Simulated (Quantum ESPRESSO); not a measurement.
# Al(110), stepped through the number of layers, part 6 of 8

What law, if any, do the results for Al(110) follow against the number of layers?

Quantum ESPRESSO 7.5; plane-wave DFT, PBE, GBRV ultrasoft pseudopotentials.

So far. Step 6 (Relaxation with pw.x, 5 layers): The relaxation lowers the energy by 4 meV an atom. On the free atoms the largest force ends at 0.015 eV/Å. Step 7 (Ground state, 5 layers): Inside the slab this potential holds the local part of the pseudopotentials, which can be repulsive at the nuclei; only its value in the vacuum has a meaning of its own.

### Step 8. Relaxation with pw.x, 12 layers

System of this step: Al(110), 12 layers. The cell holds 12 atoms: 12 Al. Cell: a = 4.040 Å, b = 2.856 Å, c = 31.669 Å, α = 90.0°, β = 90.0°, γ = 90.0°. It derives from Al. Vacuum lies along c.

Contents of m6.relax.in:

```
&control
  prefix = 'm6.relax'
  outdir = './out'
  pseudo_dir = './pseudo'
  nstep = 40
  forc_conv_thr = 0.001
  calculation = 'relax'
/
&system
  ibrav = 0
  nat = 12
  ntyp = 1
  ecutwfc = 40
  ecutrho = 200
  occupations = 'smearing'
  smearing = 'mv'
  degauss = 0.02
/
&electrons
  conv_thr = 1e-08
  mixing_beta = 0.4
  electron_maxstep = 120
  mixing_mode = 'local-TF'
/
&ions
/
ATOMIC_SPECIES
  Al  26.9815  al_pbe_v1.uspp.F.UPF
CELL_PARAMETERS angstrom
  4.03954959800000 0.00000000000000 0.00000000000000
  0.00000000000000 2.85639291368519 0.00000000000000
  0.00000000000000 0.00000000000000 31.66887548650312
ATOMIC_POSITIONS crystal
  Al  0.500000000000 0.500000000000 0.251962127105
  Al  0.000000000000 0.000000000000 0.297059922177
  Al  0.500000000000 0.500000000000 0.342157717249 0 0 0
  Al  0.000000000000 0.000000000000 0.387255512321 0 0 0
  Al  0.500000000000 0.500000000000 0.432353307392 0 0 0
  Al  0.000000000000 0.000000000000 0.477451102464 0 0 0
  Al  0.500000000000 0.500000000000 0.522548897536 0 0 0
  Al  0.000000000000 0.000000000000 0.567646692608 0 0 0
  Al  0.500000000000 0.500000000000 0.612744487679 0 0 0
  Al  0.000000000000 0.000000000000 0.657842282751 0 0 0
  Al  0.500000000000 0.500000000000 0.702940077823
  Al  0.000000000000 0.000000000000 0.748037872895
K_POINTS automatic
  8 12 1 0 0 0
```

Command:

```console
$ OMP_NUM_THREADS=1 mpirun -n 4 pw.x -nk 4 -in m6.relax.in > m6.relax.out
```

What it wrote:

```text
[banner, memory and clock lines left out]
Program PWSCF v.7.5 starts
[...]
Message from routine setup:
[...]
number of electrons       =        36.00
     number of Kohn-Sham states=           22
     kinetic-energy cutoff     =      40.0000  Ry
     charge density cutoff     =     200.0000  Ry
[...]
number of k points=    35  Marzari-Vanderbilt smearing, width (Ry)=  0.0200
[...]
Dense  grid:   117615 G-vectors     FFT dimensions: (  36,  30, 270)
[...]
negative rho (up, down):  2.250E-04 0.000E+00
     Starting wfcs are   48 randomized atomic wfcs
[...]
negative rho (up, down):  2.156E-06 0.000E+00
[...]
estimated scf accuracy    <       1.34593232 Ry
[...]
negative rho (up, down):  2.406E-03 0.000E+00
[...]
estimated scf accuracy    <       0.86201169 Ry
[...]
estimated scf accuracy    <       0.07443362 Ry
[...]
estimated scf accuracy    <       0.02299983 Ry
[...]
negative rho (up, down):  3.007E-04 0.000E+00
[...]
estimated scf accuracy    <       0.03670095 Ry
[...]
negative rho (up, down):  3.246E-04 0.000E+00
[...]
estimated scf accuracy    <       0.03712574 Ry
[...]
estimated scf accuracy    <       0.02062230 Ry
[...]
negative rho (up, down):  5.612E-03 0.000E+00
[...]
estimated scf accuracy    <       0.00314533 Ry
[...]
negative rho (up, down):  3.587E-03 0.000E+00
[...]
estimated scf accuracy    <       0.01294132 Ry
[...]
negative rho (up, down):  5.465E-03 0.000E+00
[...]
estimated scf accuracy    <       0.01157575 Ry
[...]
negative rho (up, down):  1.443E-03 0.000E+00
[...]
estimated scf accuracy    <       0.01232884 Ry
[...]
negative rho (up, down):  1.207E-03 0.000E+00
[...]
estimated scf accuracy    <       0.00118082 Ry
[...]
negative rho (up, down):  3.282E-04 0.000E+00
[...]
estimated scf accuracy    <       0.00003507 Ry
[...]
negative rho (up, down):  2.880E-04 0.000E+00
[...]
estimated scf accuracy    <       0.00001403 Ry
[...]
negative rho (up, down):  2.758E-04 0.000E+00
[...]
estimated scf accuracy    <       0.00000037 Ry
[...]
negative rho (up, down):  2.760E-04 0.000E+00
[...]
estimated scf accuracy    <       0.00000467 Ry
[...]
negative rho (up, down):  2.697E-04 0.000E+00
[...]
estimated scf accuracy    <       0.00000069 Ry
[...]
negative rho (up, down):  2.679E-04 0.000E+00
[...]
estimated scf accuracy    <       0.00000060 Ry
[...]
negative rho (up, down):  2.706E-04 0.000E+00
[...]
estimated scf accuracy    <       0.00000002 Ry
[...]
negative rho (up, down):  2.762E-04 0.000E+00
[...]
estimated scf accuracy    <       0.00000001 Ry
[...]
negative rho (up, down):  2.749E-04 0.000E+00
[...]
estimated scf accuracy    <       0.00000002 Ry
[...]
negative rho (up, down):  2.757E-04 0.000E+00
[...]
the Fermi energy is     2.5282 ev
!    total energy              =     -80.38529588 Ry
     estimated scf accuracy    <          3.8E-09 Ry
     smearing contrib. (-TS)   =       0.00037209 Ry
     internal energy E=F+TS    =     -80.38566796 Ry
[...]
one-electron contribution =    -788.11027242 Ry
     hartree contribution      =     404.83969532 Ry
     xc contribution           =     -51.20246216 Ry
     ewald contribution        =     354.08737129 Ry
     convergence has been achieved in  22 iterations
     negative rho (up, down):  2.757E-04 0.000E+00
[...]
Total force =     0.018062     Total SCF correction =     0.000091
[...]
negative rho (up, down):  2.717E-04 0.000E+00
[...]
negative rho (up, down):  2.719E-04 0.000E+00
[...]
estimated scf accuracy    <       0.00002283 Ry
[...]
negative rho (up, down):  2.721E-04 0.000E+00
[...]
estimated scf accuracy    <       0.00001094 Ry
[...]
negative rho (up, down):  2.723E-04 0.000E+00
[...]
estimated scf accuracy    <       0.00000082 Ry
[...]
negative rho (up, down):  2.707E-04 0.000E+00
[...]
estimated scf accuracy    <       0.00000195 Ry
[...]
negative rho (up, down):  2.687E-04 0.000E+00
[...]
estimated scf accuracy    <       0.00000143 Ry
[...]
negative rho (up, down):  2.696E-04 0.000E+00
[...]
estimated scf accuracy    <       0.00000142 Ry
[...]
negative rho (up, down):  2.727E-04 0.000E+00
[...]
estimated scf accuracy    <       0.00000122 Ry
[...]
negative rho (up, down):  2.744E-04 0.000E+00
[...]
estimated scf accuracy    <       0.00000103 Ry
[...]
negative rho (up, down):  2.751E-04 0.000E+00
[...]
estimated scf accuracy    <       0.00000085 Ry
[...]
negative rho (up, down):  2.757E-04 0.000E+00
[...]
estimated scf accuracy    <       0.00000076 Ry
[...]
negative rho (up, down):  2.765E-04 0.000E+00
[...]
estimated scf accuracy    <       0.00000058 Ry
[...]
negative rho (up, down):  2.787E-04 0.000E+00
[...]
estimated scf accuracy    <       0.00000029 Ry
[...]
negative rho (up, down):  2.753E-04 0.000E+00
[...]
the Fermi energy is     2.5279 ev
!    total energy              =     -80.38560921 Ry
     estimated scf accuracy    <          4.0E-09 Ry
     smearing contrib. (-TS)   =       0.00039735 Ry
     internal energy E=F+TS    =     -80.38600656 Ry
[...]
one-electron contribution =    -788.17865622 Ry
     hartree contribution      =     404.87413025 Ry
     xc contribution           =     -51.20460024 Ry
     ewald contribution        =     354.12311965 Ry
     convergence has been achieved in  13 iterations
     negative rho (up, down):  2.753E-04 0.000E+00
[...]
Total force =     0.016635     Total SCF correction =     0.000049
[...]
WARNING: bfgs curvature condition failed, Theta= 0.869
[...]
negative rho (up, down):  2.717E-04 0.000E+00
[...]
negative rho (up, down):  2.711E-04 0.000E+00
[...]
estimated scf accuracy    <       0.00002400 Ry
[...]
negative rho (up, down):  2.694E-04 0.000E+00
[...]
estimated scf accuracy    <       0.00001124 Ry
[...]
negative rho (up, down):  2.697E-04 0.000E+00
[...]
estimated scf accuracy    <       0.00000079 Ry
[...]
negative rho (up, down):  2.676E-04 0.000E+00
[...]
estimated scf accuracy    <       0.00000176 Ry
[...]
negative rho (up, down):  2.654E-04 0.000E+00
[...]
estimated scf accuracy    <       0.00000119 Ry
[...]
negative rho (up, down):  2.664E-04 0.000E+00
[...]
estimated scf accuracy    <       0.00000096 Ry
[...]
negative rho (up, down):  2.683E-04 0.000E+00
[...]
negative rho (up, down):  2.718E-04 0.000E+00
[...]
the Fermi energy is     2.5275 ev
!    total energy              =     -80.38592207 Ry
     estimated scf accuracy    <          1.8E-10 Ry
     smearing contrib. (-TS)   =       0.00042437 Ry
     internal energy E=F+TS    =     -80.38634644 Ry
[...]
one-electron contribution =    -788.26037227 Ry
     hartree contribution      =     404.91554400 Ry
     xc contribution           =     -51.20698168 Ry
     ewald contribution        =     354.16546351 Ry
     convergence has been achieved in  18 iterations
     negative rho (up, down):  2.718E-04 0.000E+00
[...]
Total force =     0.015071     Total SCF correction =     0.000017
[...]
negative rho (up, down):  2.716E-04 0.000E+00
[...]
negative rho (up, down):  2.750E-04 0.000E+00
[...]
estimated scf accuracy    <       0.00005527 Ry
[...]
negative rho (up, down):  2.727E-04 0.000E+00
[...]
estimated scf accuracy    <       0.00004194 Ry
[...]
negative rho (up, down):  2.723E-04 0.000E+00
[...]
estimated scf accuracy    <       0.00004485 Ry
[...]
negative rho (up, down):  2.737E-04 0.000E+00
[...]
estimated scf accuracy    <       0.00000139 Ry
[...]
negative rho (up, down):  2.721E-04 0.000E+00
[...]
estimated scf accuracy    <       0.00000460 Ry
[...]
negative rho (up, down):  2.667E-04 0.000E+00
[...]
estimated scf accuracy    <       0.00000275 Ry
[...]
negative rho (up, down):  2.660E-04 0.000E+00
[...]
estimated scf accuracy    <       0.00000250 Ry
[...]
negative rho (up, down):  2.652E-04 0.000E+00
[...]
estimated scf accuracy    <       0.00000193 Ry
[...]
negative rho (up, down):  2.653E-04 0.000E+00
[...]
estimated scf accuracy    <       0.00000002 Ry
[...]
negative rho (up, down):  2.659E-04 0.000E+00
[...]
estimated scf accuracy    <       0.00000065 Ry
[...]
negative rho (up, down):  2.666E-04 0.000E+00
[...]
estimated scf accuracy    <       0.00000103 Ry
[...]
negative rho (up, down):  2.680E-04 0.000E+00
[...]
estimated scf accuracy    <       0.00000048 Ry
[...]
negative rho (up, down):  2.697E-04 0.000E+00
[...]
estimated scf accuracy    <       0.00000031 Ry
[...]
negative rho (up, down):  2.697E-04 0.000E+00
[...]
estimated scf accuracy    <       0.00000010 Ry
[...]
negative rho (up, down):  2.705E-04 0.000E+00
[...]
estimated scf accuracy    <       0.00000015 Ry
[...]
negative rho (up, down):  2.706E-04 0.000E+00
[...]
estimated scf accuracy    <       0.00000003 Ry
[...]
negative rho (up, down):  2.707E-04 0.000E+00
[...]
estimated scf accuracy    <          9.4E-10 Ry
[...]
negative rho (up, down):  2.708E-04 0.000E+00
[...]
estimated scf accuracy    <          5.3E-10 Ry
[...]
negative rho (up, down):  2.711E-04 0.000E+00
[...]
the Fermi energy is     2.5270 ev
!    total energy              =     -80.38633036 Ry
     estimated scf accuracy    <          2.7E-10 Ry
     smearing contrib. (-TS)   =       0.00046297 Ry
     internal energy E=F+TS    =     -80.38679333 Ry
[...]
one-electron contribution =    -788.39146544 Ry
     hartree contribution      =     404.98069187 Ry
     xc contribution           =     -51.21064183 Ry
     ewald contribution        =     354.23462207 Ry
     convergence has been achieved in  19 iterations
     negative rho (up, down):  2.711E-04 0.000E+00
[...]
Total force =     0.012738     Total SCF correction =     0.000020
[...]
negative rho (up, down):  2.716E-04 0.000E+00
[...]
negative rho (up, down):  2.741E-04 0.000E+00
[...]
estimated scf accuracy    <       0.00014102 Ry
[...]
negative rho (up, down):  2.698E-04 0.000E+00
[...]
estimated scf accuracy    <       0.00007655 Ry
[...]
negative rho (up, down):  2.675E-04 0.000E+00
[...]
estimated scf accuracy    <       0.00001093 Ry
[...]
negative rho (up, down):  2.708E-04 0.000E+00
[...]
estimated scf accuracy    <       0.00000118 Ry
[...]
negative rho (up, down):  2.651E-04 0.000E+00
[...]
estimated scf accuracy    <       0.00000572 Ry
[...]
negative rho (up, down):  2.601E-04 0.000E+00
[...]
estimated scf accuracy    <       0.00000270 Ry
[...]
negative rho (up, down):  2.597E-04 0.000E+00
[...]
estimated scf accuracy    <       0.00000014 Ry
[...]
negative rho (up, down):  2.607E-04 0.000E+00
[...]
estimated scf accuracy    <       0.00000015 Ry
[...]
negative rho (up, down):  2.635E-04 0.000E+00
[...]
estimated scf accuracy    <       0.00000002 Ry
[...]
negative rho (up, down):  2.645E-04 0.000E+00
[...]
estimated scf accuracy    <       0.00000014 Ry
[...]
negative rho (up, down):  2.676E-04 0.000E+00
[...]
estimated scf accuracy    <       0.00000007 Ry
[...]
negative rho (up, down):  2.679E-04 0.000E+00
[...]
estimated scf accuracy    <       0.00000020 Ry
[...]
negative rho (up, down):  2.695E-04 0.000E+00
[...]
estimated scf accuracy    <       0.00000007 Ry
[...]
negative rho (up, down):  2.698E-04 0.000E+00
[...]
estimated scf accuracy    <       0.00000002 Ry
[...]
negative rho (up, down):  2.702E-04 0.000E+00
[...]
estimated scf accuracy    <       0.00000001 Ry
[...]
negative rho (up, down):  2.701E-04 0.000E+00
[...]
estimated scf accuracy    <          4.3E-10 Ry
[...]
negative rho (up, down):  2.703E-04 0.000E+00
[...]
the Fermi energy is     2.5262 ev
!    total energy              =     -80.38681052 Ry
     estimated scf accuracy    <          6.9E-11 Ry
     smearing contrib. (-TS)   =       0.00051732 Ry
     internal energy E=F+TS    =     -80.38732784 Ry
[...]
one-electron contribution =    -788.60637592 Ry
     hartree contribution      =     405.08843159 Ry
     xc contribution           =     -51.21631176 Ry
     ewald contribution        =     354.34692825 Ry
     convergence has been achieved in  17 iterations
     negative rho (up, down):  2.703E-04 0.000E+00
[...]
Total force =     0.009254     Total SCF correction =     0.000005
[...]
negative rho (up, down):  2.719E-04 0.000E+00
[...]
negative rho (up, down):  2.723E-04 0.000E+00
[...]
estimated scf accuracy    <       0.00036757 Ry
[...]
negative rho (up, down):  2.761E-04 0.000E+00
[...]
estimated scf accuracy    <       0.00018467 Ry
[...]
negative rho (up, down):  2.680E-04 0.000E+00
[...]
estimated scf accuracy    <       0.00001845 Ry
[...]
negative rho (up, down):  2.755E-04 0.000E+00
[...]
estimated scf accuracy    <       0.00000270 Ry
[...]
negative rho (up, down):  2.654E-04 0.000E+00
[...]
estimated scf accuracy    <       0.00002859 Ry
[...]
negative rho (up, down):  2.616E-04 0.000E+00
[...]
estimated scf accuracy    <       0.00000499 Ry
[...]
negative rho (up, down):  2.620E-04 0.000E+00
[...]
estimated scf accuracy    <       0.00000027 Ry
[...]
negative rho (up, down):  2.648E-04 0.000E+00
[...]
estimated scf accuracy    <       0.00000018 Ry
[...]
negative rho (up, down):  2.662E-04 0.000E+00
[...]
estimated scf accuracy    <       0.00000002 Ry
[...]
negative rho (up, down):  2.701E-04 0.000E+00
[...]
estimated scf accuracy    <       0.00000005 Ry
[...]
negative rho (up, down):  2.726E-04 0.000E+00
[...]
estimated scf accuracy    <       0.00000001 Ry
[...]
negative rho (up, down):  2.731E-04 0.000E+00
[...]
estimated scf accuracy    <       0.00000008 Ry
[...]
negative rho (up, down):  2.738E-04 0.000E+00
[...]
estimated scf accuracy    <       0.00000004 Ry
[...]
negative rho (up, down):  2.747E-04 0.000E+00
[...]
estimated scf accuracy    <          2.7E-09 Ry
[...]
negative rho (up, down):  2.751E-04 0.000E+00
[...]
estimated scf accuracy    <          2.9E-09 Ry
[...]
negative rho (up, down):  2.753E-04 0.000E+00
[...]
```

The job ended after 9.4 min (4 MPI ranks of Arm Neoverse V1, shared host; peak memory 0.72 GiB).

Relaxation path:

```csv
step,energy less that of the first step (eV),largest force (eV/Å)
1,0.0000,0.2326
2,-0.0043,0.2161
3,-0.0085,0.1977
4,-0.0141,0.1697
5,-0.0206,0.1270
6,-0.0265,0.0608
7,-0.0278,0.0089
8,-0.0278,0.0083
```

The atoms that moved most (Å):

```
atom     dx     dy      dz  length
 Al1  0.000  0.000   0.062   0.062
Al12  0.000  0.000  -0.062   0.062
 Al2  0.000  0.000  -0.058   0.058
Al11  0.000  0.000   0.058   0.058
```

The relaxation lowers the energy by 2 meV an atom. On the free atoms the largest force ends at 0.008 eV/Å.

This step gave:

* free energy: -1093.7255 eV
* Fermi energy: 2.524 eV

### Step 9. Ground state, 12 layers

Contents of m6.esm.in:

```
&control
  prefix = 'm6.esm'
  outdir = './out'
  pseudo_dir = './pseudo'
  calculation = 'scf'
  tprnfor = .true.
/
&system
  ibrav = 0
  nat = 12
  ntyp = 1
  ecutwfc = 40
  ecutrho = 200
  occupations = 'smearing'
  smearing = 'mv'
  degauss = 0.02
  assume_isolated = 'esm'
  esm_bc = 'bc1'
/
&electrons
  conv_thr = 1e-08
  mixing_beta = 0.25
  electron_maxstep = 160
  mixing_mode = 'local-TF'
  mixing_ndim = 12
/
ATOMIC_SPECIES
  Al  26.9815  al_pbe_v1.uspp.F.UPF
CELL_PARAMETERS angstrom
  4.03954959800000 0.00000000000000 0.00000000000000
  0.00000000000000 2.85639291368519 0.00000000000000
  0.00000000000000 0.00000000000000 31.66887548650312
ATOMIC_POSITIONS crystal
  Al  0.500000000000 0.500000000000 -0.246093886800
  Al  0.000000000000 0.000000000000 -0.204763892600
  Al  0.500000000000 0.500000000000 -0.157842282800
  Al  0.000000000000 0.000000000000 -0.112744487700
  Al  0.500000000000 0.500000000000 -0.067646692600
  Al  0.000000000000 0.000000000000 -0.022548897500
  Al  0.500000000000 0.500000000000 0.022548897500
  Al  0.000000000000 0.000000000000 0.067646692600
  Al  0.500000000000 0.500000000000 0.112744487700
  Al  0.000000000000 0.000000000000 0.157842282800
  Al  0.500000000000 0.500000000000 0.204763892600
  Al  0.000000000000 0.000000000000 0.246093886800
K_POINTS automatic
  8 12 1 0 0 0
```

Command:

```console
$ OMP_NUM_THREADS=1 mpirun -n 4 pw.x -nk 4 -in m6.esm.in > m6.esm.out
```

What it wrote:

```text
[banner, memory and clock lines left out]
Program PWSCF v.7.5 starts
[...]
Message from routine setup:
[...]
number of electrons       =        36.00
     number of Kohn-Sham states=           22
     kinetic-energy cutoff     =      40.0000  Ry
     charge density cutoff     =     200.0000  Ry
[...]
number of k points=    35  Marzari-Vanderbilt smearing, width (Ry)=  0.0200
[...]
Dense  grid:   117615 G-vectors     FFT dimensions: (  36,  30, 270)
[...]
negative rho (up, down):  2.251E-04 0.000E+00
     Starting wfcs are   48 randomized atomic wfcs
[...]
negative rho (up, down):  9.416E-06 0.000E+00
[...]
estimated scf accuracy    <       0.90660829 Ry
[...]
negative rho (up, down):  1.940E-04 0.000E+00
[...]
estimated scf accuracy    <       0.71599756 Ry
[...]
negative rho (up, down):  8.099E-03 0.000E+00
[...]
estimated scf accuracy    <       0.09931584 Ry
[...]
estimated scf accuracy    <       0.03528157 Ry
[...]
negative rho (up, down):  1.100E-05 0.000E+00
[...]
estimated scf accuracy    <       0.03073290 Ry
[...]
negative rho (up, down):  3.299E-05 0.000E+00
[...]
estimated scf accuracy    <       0.03582845 Ry
[...]
estimated scf accuracy    <       0.03195843 Ry
[...]
negative rho (up, down):  8.913E-04 0.000E+00
[...]
estimated scf accuracy    <       0.03240700 Ry
[...]
negative rho (up, down):  4.930E-04 0.000E+00
[...]
estimated scf accuracy    <       0.01477557 Ry
[...]
negative rho (up, down):  4.227E-04 0.000E+00
[...]
estimated scf accuracy    <       0.00813781 Ry
[...]
negative rho (up, down):  4.226E-03 0.000E+00
[...]
estimated scf accuracy    <       0.00555903 Ry
[...]
negative rho (up, down):  6.166E-03 0.000E+00
[...]
estimated scf accuracy    <       0.00238423 Ry
[...]
negative rho (up, down):  2.919E-04 0.000E+00
[...]
estimated scf accuracy    <       0.00000060 Ry
[...]
negative rho (up, down):  2.917E-04 0.000E+00
[...]
estimated scf accuracy    <       0.00000041 Ry
[...]
negative rho (up, down):  2.862E-04 0.000E+00
[...]
estimated scf accuracy    <       0.00000039 Ry
[...]
negative rho (up, down):  2.769E-04 0.000E+00
[...]
estimated scf accuracy    <       0.00000038 Ry
[...]
negative rho (up, down):  2.733E-04 0.000E+00
[...]
estimated scf accuracy    <       0.00000010 Ry
[...]
negative rho (up, down):  2.744E-04 0.000E+00
[...]
estimated scf accuracy    <       0.00000002 Ry
[...]
negative rho (up, down):  2.743E-04 0.000E+00
[...]
estimated scf accuracy    <       0.00000002 Ry
[...]
negative rho (up, down):  2.733E-04 0.000E+00
[...]
estimated scf accuracy    <       0.00000002 Ry
[...]
negative rho (up, down):  2.759E-04 0.000E+00
[...]
estimated scf accuracy    <       0.00000001 Ry
[...]
negative rho (up, down):  2.783E-04 0.000E+00
[...]
the Fermi energy is    -3.9993 ev
!    total energy              =     -80.38734266 Ry
     estimated scf accuracy    <          9.4E-09 Ry
     smearing contrib. (-TS)   =       0.00064444 Ry
     internal energy E=F+TS    =     -80.38798710 Ry
[...]
one-electron contribution =    4315.07614759 Ry
     hartree contribution      =   -2155.38103739 Ry
     xc contribution           =     -51.23251882 Ry
     ewald contribution        =   -2188.85057848 Ry
     convergence has been achieved in  52 iterations
     negative rho (up, down):  2.783E-04 0.000E+00
[...]
Total force =     0.010126     Total SCF correction =     0.000095
[...]
```

Elapsed: 4.5 min, on 4 MPI ranks; peak memory 0.71 GiB.

Read from the output:

* Fermi energy: -3.999 eV
* vacuum line at the lower end of the cell, over the Fermi level: 3.999 eV
* vacuum line at the upper end of the cell, over the Fermi level: 3.999 eV

Inside the slab this potential holds the local part of the pseudopotentials, which can be repulsive at the nuclei; only its value in the vacuum has a meaning of its own.

(Part 6 of 8 ends here.)

[Logs are printed without paths, hosts, clocks, repeated set-up lines and the standing remarks that a program may print on its own settings, such as how far it seeks lower states.]

[Hosts, paths, dates, database ids (printed as entryN), source tags and the programs' standing remarks are cut or masked in the printed files.]

[Maps of the electrostatic potential energy from Ansatz leave out the sawtooth potential of an applied field or a dipole correction, so their vacuum need not be flat; planar profiles and work functions include it.]
